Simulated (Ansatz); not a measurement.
# Y on Cu(110): change of the work function, part 2 of 5

Aim: the work function of Cu(110) at several coverages of Y (longbridge site), and the dipole that each adsorbate carries.

Ansatz 0.2.0; plane-wave DFT, PBE, Ansatz PAW (the session's first sound run).

So far, work function, upper face (eV): step 2 (the clean slab) 4.35.

## 3. Adsorbate added, coverage 0.25 ML

System of this step: YCu20 (Y/Cu(110)). The cell holds 21 atoms: 20 Cu and 1 Y. Its edges and angles: a = 7.220 Å, b = 5.105 Å, c = 25.909 Å, α = 90.0°, β = 90.0°, γ = 90.0°. Vacuum lies along c.

The clean slab as it ended is repeated in the plane and the adsorbate is set on one face; the cell's size fixes the coverage, and the k-mesh shrinks with it to keep the sampling density about even. Adsorbate and upper layers relax, since the dipole depends on the height.

input.yaml

```yaml
crystal:
  lattice:
    - [7.22, 0.0, 0.0]
    - [0.0, 5.1053109602, 0.0]
    - [0.0, 0.0, 25.9091056681]
  atoms:
    - { symbol: Cu, position: [0.0, 0.0, 0.3473682232] }
    - { symbol: Cu, position: [0.25, 0.25, 0.3966299675] }
    - { symbol: Cu, position: [0.0, 0.0, 0.4457596541] }
    - { symbol: Cu, position: [0.25, 0.25, 0.4973653834] }
    - { symbol: Cu, position: [0.0, 0.0, 0.5422895001] }
    - { symbol: Cu, position: [0.0, 0.5, 0.3473682232] }
    - { symbol: Cu, position: [0.25, 0.75, 0.3966299675] }
    - { symbol: Cu, position: [0.0, 0.5, 0.4457596541] }
    - { symbol: Cu, position: [0.25, 0.75, 0.4973653834] }
    - { symbol: Cu, position: [0.0, 0.5, 0.5422895001] }
    - { symbol: Cu, position: [0.5, 0.0, 0.3473682232] }
    - { symbol: Cu, position: [0.75, 0.25, 0.3966299675] }
    - { symbol: Cu, position: [0.5, 0.0, 0.4457596541] }
    - { symbol: Cu, position: [0.75, 0.25, 0.4973653834] }
    - { symbol: Cu, position: [0.5, 0.0, 0.5422895001] }
    - { symbol: Cu, position: [0.5, 0.5, 0.3473682232] }
    - { symbol: Cu, position: [0.75, 0.75, 0.3966299675] }
    - { symbol: Cu, position: [0.5, 0.5, 0.4457596541] }
    - { symbol: Cu, position: [0.75, 0.75, 0.4973653834] }
    - { symbol: Cu, position: [0.5, 0.5, 0.5422895001] }
    - { symbol: "Y", position: [0.25, 0.0, 0.6526317768] }
kpoints:
  mp_grid: { grid: [4, 6, 1] }
hamiltonian:
  xc: pbe
scf:
  occupations: { method: fermi_dirac, width: 0.1 }
  convergence: { dr2_threshold: 1.0e-08 }
efield:
  axis: 3
  dipole_correction: true
  ramp_position: 0.97
  ramp_width: 0.06
relax:
  f_tol: 0.02
  max_steps: 60
  constraints: [{ sites: [0, 1, 5, 6, 10, 11, 15, 16] }]
output:
  bader: true
  dos: { projected: true, e_range: [-8, 4] }
  write_potential: true
  write_density: true
  volumetric_format: npy
  elf: true
```

On the command line:

```sh
$ ansatz run input.yaml --threads 4 --pin off --max-ram 12288MiB --backend cpu --events-out ev --progress --plain --runs-dir out
```

Numbers of over 12 decimals in the logs are rounded to 6 here.

Output:

```text
[...]
Crystal: 21 atoms, lattice volume = 955.019 Å³
Basis set: ecut = 420 eV, 18671 PW (Γ), exchange–correlation on 100×72×360 points (8 copies of the dense FFT grid, shifted against one another)
Bands: 235, of which v1, the nominal top of the filled ones, is band 196 counted from 1 (195 counted from 0)
Symmetry: 4 space group operations
[...]
k-points: 12 of 24
[...]
SCF iter   1: F=—  HF=-136343.089263 eV  |F-HF|=—  |Δ(HF+E_count)|=         —  Δρ=5.63e-3  dr2=5.49e0  ethr=1.77e-3  p=0.333 e·Å  D=6.32e-2 V/Å  ΔV_dip=-1.64 eV  dr2_dipole=2.03e0  V_vac-E_F(+/−)=2.69/4.32 eV  ⟨swp⟩=8.8  Hψ=12798  notcnv=0  defer=114
[...]
SCF iter  15: F=-136342.985190 eV  HF=-136342.985190 eV  |F-HF|=1.38e-8  |Δ(HF+E_count)|=   8.47e-8  Δρ=4.31e-7  dr2=1.74e-9  ethr=2.56e-12  p=0.241 e·Å  D=4.56e-2 V/Å  ΔV_dip=-1.18 eV  dr2_dipole=4.75e-13  V_vac-E_F(+/−)=3.12/4.31 eV  ⟨swp⟩=9.5  Hψ=17911  notcnv=0
SCF 1 converged in 15 iterations: F = -136342.985190 eV  dr2 = 1.74e-9
[...]
relax step   1: F+E_penalty+E_count = -136342.98518964 eV  Δ(F+E_penalty+E_count) = +0.000e0 eV  max|allowed force component| = 1.892e0 eV/Å  Δτ_max = 0.0000 Å  (15 SCF iters, accepted)
[...]
SCF iter  13: F=-136343.406492 eV  HF=-136343.406492 eV  |F-HF|=1.44e-8  |Δ(HF+E_count)|=   4.11e-8  Δρ=6.82e-7  dr2=5.08e-9  ethr=2.56e-12  p=0.253 e·Å  D=4.79e-2 V/Å  ΔV_dip=-1.24 eV  dr2_dipole=2.93e-10  V_vac-E_F(+/−)=3.08/4.32 eV  ⟨swp⟩=12.2  Hψ=19329  notcnv=0
SCF 2 converged in 13 iterations: F = -136343.406492 eV  dr2 = 5.08e-9
[...]
relax step   2: F+E_penalty+E_count = -136343.40649228 eV  Δ(F+E_penalty+E_count) = -4.213e-1 eV  max|allowed force component| = 2.039e0 eV/Å  Δτ_max = 0.1950 Å  (13 SCF iters, accepted)
SCF iter   1: F=—  HF=-136343.879385 eV  |F-HF|=—  |Δ(HF+E_count)|=         —  Δρ=2.81e-3  dr2=8.10e-2  ethr=1.22e-4  p=0.253 e·Å  D=4.79e-2 V/Å  ΔV_dip=-1.24 eV  dr2_dipole=1.10e-3  V_vac-E_F(+/−)=3.09/4.33 eV  ⟨swp⟩=4.6  Hψ=6502  notcnv=0  defer=218
[...]
SCF iter  13: F=-136343.864504 eV  HF=-136343.864504 eV  |F-HF|=4.29e-8  |Δ(HF+E_count)|=   7.18e-8  Δρ=1.05e-6  dr2=9.60e-9  ethr=2.56e-12  p=0.271 e·Å  D=5.13e-2 V/Å  ΔV_dip=-1.33 eV  dr2_dipole=1.74e-10  V_vac-E_F(+/−)=3.01/4.34 eV  ⟨swp⟩=14.8  Hψ=20249  notcnv=0
SCF 3 converged in 13 iterations: F = -136343.864504 eV  dr2 = 9.60e-9
relax step   3: F+E_penalty+E_count = -136343.86450400 eV  Δ(F+E_penalty+E_count) = -4.580e-1 eV  max|allowed force component| = 2.027e0 eV/Å  Δτ_max = 0.1942 Å  (13 SCF iters, accepted)
[...]
relax step   4: F+E_penalty+E_count = -136344.27664833 eV  Δ(F+E_penalty+E_count) = -4.121e-1 eV  max|allowed force component| = 1.762e0 eV/Å  Δτ_max = 0.1940 Å  (14 SCF iters, accepted)
[...]
relax step   5: F+E_penalty+E_count = -136344.60459067 eV  Δ(F+E_penalty+E_count) = -3.279e-1 eV  max|allowed force component| = 1.257e0 eV/Å  Δτ_max = 0.1947 Å  (13 SCF iters, accepted)
[...]
relax step   6: F+E_penalty+E_count = -136344.89600937 eV  Δ(F+E_penalty+E_count) = -2.914e-1 eV  max|allowed force component| = 8.815e-1 eV/Å  Δτ_max = 0.2000 Å  (14 SCF iters, accepted)
[...]
relax step   7: F+E_penalty+E_count = -136345.10291933 eV  Δ(F+E_penalty+E_count) = -2.069e-1 eV  max|allowed force component| = 4.377e-1 eV/Å  Δτ_max = 0.2000 Å  (14 SCF iters, accepted)
[...]
relax step   8: F+E_penalty+E_count = -136345.16060668 eV  Δ(F+E_penalty+E_count) = -5.769e-2 eV  max|allowed force component| = 1.020e-1 eV/Å  Δτ_max = 0.1574 Å  (14 SCF iters, accepted)
[...]
relax step   9: F+E_penalty+E_count = -136345.16864978 eV  Δ(F+E_penalty+E_count) = -8.043e-3 eV  max|allowed force component| = 5.081e-2 eV/Å  Δτ_max = 0.0552 Å  (13 SCF iters, accepted)
SCF iter   1: F=—  HF=-136345.170228 eV  |F-HF|=—  |Δ(HF+E_count)|=         —  Δρ=4.30e-4  dr2=9.98e-4  ethr=2.72e-6  p=0.364 e·Å  D=6.89e-2 V/Å  ΔV_dip=-1.78 eV  dr2_dipole=1.10e-5  V_vac-E_F(+/−)=2.64/4.42 eV  ⟨swp⟩=2.8  Hψ=4959  notcnv=0  defer=233
[...]
SCF iter  10: F=-136345.169431 eV  HF=-136345.169431 eV  |F-HF|=1.53e-8  |Δ(HF+E_count)|=   4.25e-8  Δρ=8.02e-7  dr2=4.42e-9  ethr=2.56e-12  p=0.363 e·Å  D=6.88e-2 V/Å  ΔV_dip=-1.78 eV  dr2_dipole=1.91e-11  V_vac-E_F(+/−)=2.64/4.42 eV  ⟨swp⟩=11.8  Hψ=19130  notcnv=0
SCF 10 converged in 10 iterations: F = -136345.169431 eV  dr2 = 4.42e-9
relax step  10: F+E_penalty+E_count = -136345.16943098 eV  Δ(F+E_penalty+E_count) = -7.812e-4 eV  max|allowed force component| = 6.554e-3 eV/Å  Δτ_max = 0.0073 Å  (10 SCF iters, accepted)
NSCF: frozen V_eff on 12 k-points
the band table was solved once a step of the walk had ended and its energy, with any forces and stress, was formed, with the checks that follow a solve (10896 applications of the Hamiltonian). They found nothing against the state; the energy, forces and stress were not computed again (output.eigenvalues in the input reference)
SCF converged after 10 iterations
Free energy (F): -136345.169431 eV
[...]
Internal energy: -136344.854518 eV  (E = F + TS)
E sigma→0 (E₀):  -136345.011975 eV
Entropy (-TS):   -0.314913 eV (-14.996 meV/atom)
Fermi energy:    1.991509 eV
Dipole field:    D = 0.068772 V/Å  (p = 0.362964 e·Å, saw-weighted, corrected)
Work function:   Φ+ = 2.6400 eV   Φ− = 4.4218 eV
[...]
--- Forces (eV/Å), atoms counted from 1 ---
  atom   1  Cu    -0.00576832     0.00000000     0.32296227
  atom   2  Cu     0.00000000     0.00059679    -0.32812105
  atom   3  Cu    -0.00049194     0.00000000     0.00325988
  atom   4  Cu     0.00000000     0.00301036    -0.00086380
  atom   5  Cu     0.00168659     0.00000000    -0.00023209
  atom   6  Cu    -0.00943789     0.00000000     0.36905397
  atom   7  Cu     0.00000000    -0.00059679    -0.32812105
  atom   8  Cu     0.00177656     0.00000000     0.00061831
  atom   9  Cu     0.00000000    -0.00301036    -0.00086380
  atom  10  Cu     0.00064219     0.00000000    -0.00368979
  atom  11  Cu     0.00576832     0.00000000     0.32296227
  atom  12  Cu     0.00000000     0.07863769    -0.36708276
  atom  13  Cu     0.00049194     0.00000000     0.00325988
  atom  14  Cu     0.00000000     0.00655379     0.00629633
  atom  15  Cu    -0.00168659     0.00000000    -0.00023209
  atom  16  Cu     0.00943789     0.00000000     0.36905397
  atom  17  Cu     0.00000000    -0.07863769    -0.36708276
  atom  18  Cu    -0.00177656     0.00000000     0.00061831
  atom  19  Cu     0.00000000    -0.00655379     0.00629633
  atom  20  Cu    -0.00064219     0.00000000    -0.00368979
  atom  21  Y      0.00000000     0.00000000    -0.00441569
  max |Σ_I F_I| component: 1.31e-5 eV/Å
--- Band table (eV; the first three rows and the last of 12) ---
  k-point 0: bands = [... 192 lower, 1.6903, 1.8461, 1.8918, 1.9828, 2.0760, 2.3608, 2.3823, 2.5742, ... 35 higher]
  k-point 1: bands = [... 192 lower, 1.1484, 1.5615, 1.7324, 1.8012, 1.9315, 2.4547, 2.6177, 2.9216, ... 35 higher]
  k-point 2: bands = [... 192 lower, 1.1616, 1.2772, 1.5123, 1.6944, 2.1731, 2.1971, 2.6721, 2.7225, ... 35 higher]
  k-point 11: bands = [... 192 lower, 1.6590, 1.7275, 1.7754, 1.8121, 2.7191, 2.7283, 2.9474, 3.2628, ... 35 higher]
--- Relaxed structure (10 steps of the walk, 10 accepted, 0 SCFs on fresh bases) ---
  F+E_penalty+E_count = -136345.16943098 eV   max|allowed force component| = 6.554e-3 eV/Å
  atoms:
    - { symbol: Cu, position: [0.0, 0.0, 0.3473682232] }
    - { symbol: Cu, position: [0.25, 0.25, 0.3966299675] }
    - { symbol: Cu, position: [0.00171486, 0.0, 0.445743] }
    - { symbol: Cu, position: [0.25, 0.244887, 0.500304] }
    - { symbol: Cu, position: [-0.040428, 0.0, 0.542095] }
    - { symbol: Cu, position: [0.0, 0.5, 0.3473682232] }
    - { symbol: Cu, position: [0.25, 0.750000, 0.3966299675] }
    - { symbol: Cu, position: [0.00836767, 0.5, 0.447022] }
    - { symbol: Cu, position: [0.25, 0.755113, 0.500304] }
    - { symbol: Cu, position: [0.00853751, 0.5, 0.548923] }
    - { symbol: Cu, position: [0.5, 0.0, 0.3473682232] }
    - { symbol: Cu, position: [0.750000, 0.25, 0.3966299675] }
    - { symbol: Cu, position: [0.498285, 0.0, 0.445743] }
    - { symbol: Cu, position: [0.750000, 0.265034, 0.493577] }
    - { symbol: Cu, position: [0.540428, 0.0, 0.542095] }
    - { symbol: Cu, position: [0.5, 0.5, 0.3473682232] }
    - { symbol: Cu, position: [0.750000, 0.750000, 0.3966299675] }
    - { symbol: Cu, position: [0.491632, 0.5, 0.447022] }
    - { symbol: Cu, position: [0.750000, 0.734966, 0.493577] }
    - { symbol: Cu, position: [0.491462, 0.5, 0.548923] }
    - { symbol: Y, position: [0.25, 0.0, 0.601263] }
--- Bader charges: 21 sites ---
  site symbol  charge [e]  shift [e]
     0     Cu      0.0027     0.0003
     1     Cu     -0.0227     0.0002
     2     Cu      0.0308     0.0002
     3     Cu     -0.0865     0.0001
     4     Cu     -0.3212     0.0001
     5     Cu     -0.0044     0.0003
     6     Cu     -0.0227     0.0002
     7     Cu      0.0208     0.0001
     8     Cu     -0.0866     0.0001
     9     Cu     -0.2020     0.0001
    10     Cu      0.0027     0.0003
    11     Cu     -0.0060     0.0003
    12     Cu      0.0308     0.0002
    13     Cu     -0.0533     0.0002
    14     Cu     -0.3212     0.0001
    15     Cu     -0.0044     0.0003
    16     Cu     -0.0060     0.0003
    17     Cu      0.0208     0.0001
    18     Cu     -0.0533     0.0002
    19     Cu     -0.2020     0.0001
    20      Y      1.2838     0.0002
  estimated error of the sums over rays = 4.3e-4 e
```

It took 20 min on 4 threads of Arm Neoverse V2, shared host; peak memory 5.6 GiB; 79 min of CPU time.

Step by step:

```tsv
step	energy less that of the first step (eV)	largest force component (eV/Å)
1	0.0000	1.8922
2	-0.4213	2.0392
3	-0.8793	2.0272
4	-1.2915	1.7619
5	-1.6194	1.2571
6	-1.9108	0.8815
7	-2.1177	0.4377
8	-2.1754	0.1020
9	-2.1835	0.0508
10	-2.1842	0.0066
```

Forces are held to the 4 operations that the run works with; a distortion that breaks them can't arise in this run.

The atoms that moved most (Å):

```tsv
atom	dx	dy	dz	length
Y21	0.000	0.000	-1.331	1.331
Cu15	0.292	0.000	-0.005	0.292
Cu5	-0.292	0.000	-0.005	0.292
Cu10	0.062	0.000	0.172	0.183
Cu20	-0.062	0.000	0.172	0.183
Cu14	0.000	0.077	-0.098	0.125
Cu19	0.000	-0.077	-0.098	0.125
Cu9	0.000	0.026	0.076	0.080
```

Final coordinates:

```xyz
21
Lattice="7.2200 0.0000 0.0000 0.0000 5.1053 0.0000 0.0000 0.0000 25.9091" Properties=species:S:1:pos:R:3
Cu    0.0000    0.0000    9.0000
Cu    1.8050    1.2763   10.2763
Cu    0.0124    0.0000   11.5488
Cu    1.8050    1.2502   12.9624
Cu   -0.2919    0.0000   14.0452
Cu    0.0000    2.5527    9.0000
Cu    1.8050    3.8290   10.2763
Cu    0.0604    2.5527   11.5819
Cu    1.8050    3.8551   12.9624
Cu    0.0616    2.5527   14.2221
Cu    3.6100    0.0000    9.0000
Cu    5.4150    1.2763   10.2763
Cu    3.5976    0.0000   11.5488
Cu    5.4150    1.3531   12.7881
Cu    3.9019    0.0000   14.0452
Cu    3.6100    2.5527    9.0000
Cu    5.4150    3.8290   10.2763
Cu    3.5496    2.5527   11.5819
Cu    5.4150    3.7522   12.7881
Cu    3.5484    2.5527   14.2221
Y     1.8050    0.0000   15.5782
```

This step gave:

```yaml
energy_at_zero_smearing: -136345.0120 eV
work_function_upper_face: 2.640 eV
work_function_lower_face: 4.422 eV
dipole_along_the_normal: 0.3630 e·Å
step_between_the_vacuum_levels: -1.782 eV
```

Running mean over 1.276 Å of the planar mean; the ramp of the sawtooth is left out. Electron's electrostatic potential energy less the Fermi level against z:

```tsv
z (Å)	electron's electrostatic potential energy less the Fermi level (eV)
4	4.42
5	4.42
6	4.40
7	4.18
8	0.991
9	-7.43
10	-8.63
11	-8.66
12	-8.53
13	-8.79
14	-8.52
15	-3.59
16	-0.668
17	1.89
18	2.51
19	2.62
20	2.64
21	2.64
22	2.64
```

The density of states has structure finer than the step of the table below, so its rows give means over 0.5 eV, whole bins alone (the curve runs from -8 to 1.98 eV). Peaks (eV: height): -3.01: 106, -2.74: 119, -2.56: 84.5, -2.17: 101, -2.11: 104, -1.95: 97.9, -1.56: 109.

Table of density of states by energy, zero at the Fermi level; means over each step:

```tsv
energy (eV)	density of states (states/eV a cell)
-7.5	1.59
-7.0	2.31
-6.5	2.61
-6.0	5.00
-5.5	4.02
-5.0	7.84
-4.5	23.1
-4.0	38.1
-3.5	49.7
-3.0	67.6
-2.5	70.9
-2.0	88.1
-1.5	65.6
-1.0	9.47
-0.5	7.31
0.0	9.51
0.5	9.47
1.0	11.3
1.5	9.11
```

Projected DOS per atom over height of the atomic layer and energy from the Fermi level. Layers: Cu4 Cu4 Cu4 Cu4 Cu4 Y from below.

Ten even steps from '_' (0.01 states/eV) to '@' (5.39 states/eV), each cell a mean:
```
__________++
__________**
__________%%
__________==
__________--
__________..
__________..
@@++==::::__
@@****##%%__
##++++++%%..
****##**##..
--**==++++__
..==--====__
..--====::__
__..::::..__
____________
____________
____________
____________
____________
____________
____________
```
Columns: height of the atomic layer (Å) from 9 to 15.6 (not evenly spaced); rows upwards: energy from the Fermi level (eV) from -7.96 to 1.95.

Electrostatic potential energy in the ca plane at fractional y = 0.000, with atoms of Cu and Y within 0.2 Å of it. With pseudopotentials it is smooth inside the atoms' cores, unlike the true potential.

Ten even steps from '0' (-52 eV) to '9' (6 eV), each cell a mean:
```
99985001698500158830005999999999999999999999
99997535899854589851027999999999999999999999
99999889999988999986569999999999999999999999
99999999999999999999999999999999999999999999
99999999999999999999999999999999999999999999
99999999999999999999999999999999999999999999
99999888999988899985568999999999999999999999
99997435899853589851027999999999999999999999
99985001698500158830005999999999999999999999
99984000588400058851027999999999999999999999
99996213799621269986568888899999999999999999
99998767999876789999887656789999999999999999
99999999999999999999985201478999999999999999
99999999999999999999973000268999999999999999
99999999999999999999973000268999999999999999
99999999999999999999985201478999999999999999
99998767999876789999887656789999999999999999
99996213799620269986568888899999999999999999
99984000588400048851027999999999999999999999
```
Columns run along c (16.0 Å, from fractional 0.27 to 0.88 of the cell; values clipped at the 3rd and 97th percentile), rows up along a (7.2 Å). Atoms in or near the plane, at fractional coordinates: Cu at (0.35, 0.00), Cu at (0.45, 0.00), Cu at (0.54, 0.96), Cu at (0.35, 0.50), Cu at (0.45, 0.50), Cu at (0.54, 0.54), Y at (0.60, 0.25).

Valence density in the ca plane at fractional y = 0.000, with atoms of Cu and Y within 0.2 Å of it. It is the smooth field of the valence electrons, not physical close to the nuclei.

Ten steps, logarithmic in the rise over the least value, from '0' (0 e/Å³) to '9' (55 e/Å³), each cell a mean:
```
00003786200268620148972000000000000000000000
00001342100133210136751000000000000000000000
00000010000001000012320000000000000000000000
00000000000000000000000000000000000000000000
00000000000000000000000000000000000000000000
00000000000000000000000000000000000000000000
00000010000001000012320000000000000000000000
00001343100134310136751000000000000000000000
00003786200378620148972000000000000000000000
00003897311389730136751000000000000000000000
00002564200256520012321000000000000000000000
00000121000112100000001111000000000000000000
00000000000000000000001333200000000000000000
00000000000000000000012444310000000000000000
00000000000000000000012444310000000000000000
00000000000000000000001333200000000000000000
00000121000112100000001111000000000000000000
00002564100256520012221000000000000000000000
00003897311389731136751000000000000000000000
```
Columns run along c (16.0 Å, from fractional 0.27 to 0.88 of the cell), rows up along a (7.2 Å). Atoms in or near the plane, at fractional coordinates: Cu at (0.35, 0.00), Cu at (0.45, 0.00), Cu at (0.54, 0.96), Cu at (0.35, 0.50), Cu at (0.45, 0.50), Cu at (0.54, 0.54), Y at (0.60, 0.25).

ELF in the ca plane at fractional y = 0.000, with atoms of Cu and Y within 0.2 Å of it. It is the smooth field of the valence electrons, not physical close to the nuclei.

Ten even steps from '0' (0.00) to '9' (0.88), each cell a mean:
```
00112574222247422227952233211100000000000000
00111222222122222224632223211000000000000000
00111112233221223222221222100000000000000000
00011223322222223332222211000000000000000000
00011223222222222333322110000000000000000000
00011223322222223332222211000000000000000000
00111112233221223222221222100000000000000000
00111222222222222224632233211000000000000000
00112574222257422227952233211100000000000000
01112695221269522224532332111111000000000000
00111343222234312222222221101111110000000000
00111122233222122332222455410112110000000000
00111122333222223333325899831012211000000000
00011223322222222233228868951012221000000000
00011223322222222233228868951012221000000000
00111122333222223333325899831012211000000000
00111122233222122332322465310112110000000000
00111343222234312222222211101111110000000000
01112695221269622224532332111111000000000000
```
Columns run along c (16.0 Å, from fractional 0.27 to 0.88 of the cell), rows up along a (7.2 Å). Atoms in or near the plane, at fractional coordinates: Cu at (0.35, 0.00), Cu at (0.45, 0.00), Cu at (0.54, 0.96), Cu at (0.35, 0.50), Cu at (0.45, 0.50), Cu at (0.54, 0.54), Y at (0.60, 0.25).

The relaxation took 10 steps and lowered the energy by 2.2 eV; the largest force on the free atoms ends at 0.0066 eV/Å.

By hand: a sheet of dipoles makes a step −p/(ε₀A) in the electron's potential. With e/ε₀ = 180.95 V·Å, p = 0.3630 e·Å and A = 36.86 Å², that is −180.95 × (0.3630) / 36.86 = -1.782 eV, and the two vacuum levels of the run differ by -1.782 eV.

The covered face has 2.64 eV, -1.71 eV against the clean one; the bare back face has moved by +0.12 eV, a measure of how thin the slab is.

[end of part 2 of 5]

[Logs are printed without paths, hosts, clocks, repeated set-up lines and the standing remarks that a program may print on its own settings, such as how far it seeks lower states.]

[Hosts, paths, dates, database ids (printed as entryN), source tags and the programs' standing remarks are cut or masked in the printed files.]

[Maps of the electrostatic potential energy from Ansatz leave out the sawtooth potential of an applied field or a dipole correction, so their vacuum need not be flat; planar profiles and work functions include it.]

[The density of states shown here was stored with 400 of the rows of the run's finer table, so its peaks can read low, often by over a quarter, or be missed, and its means over a window can be off by a tenth or more.]
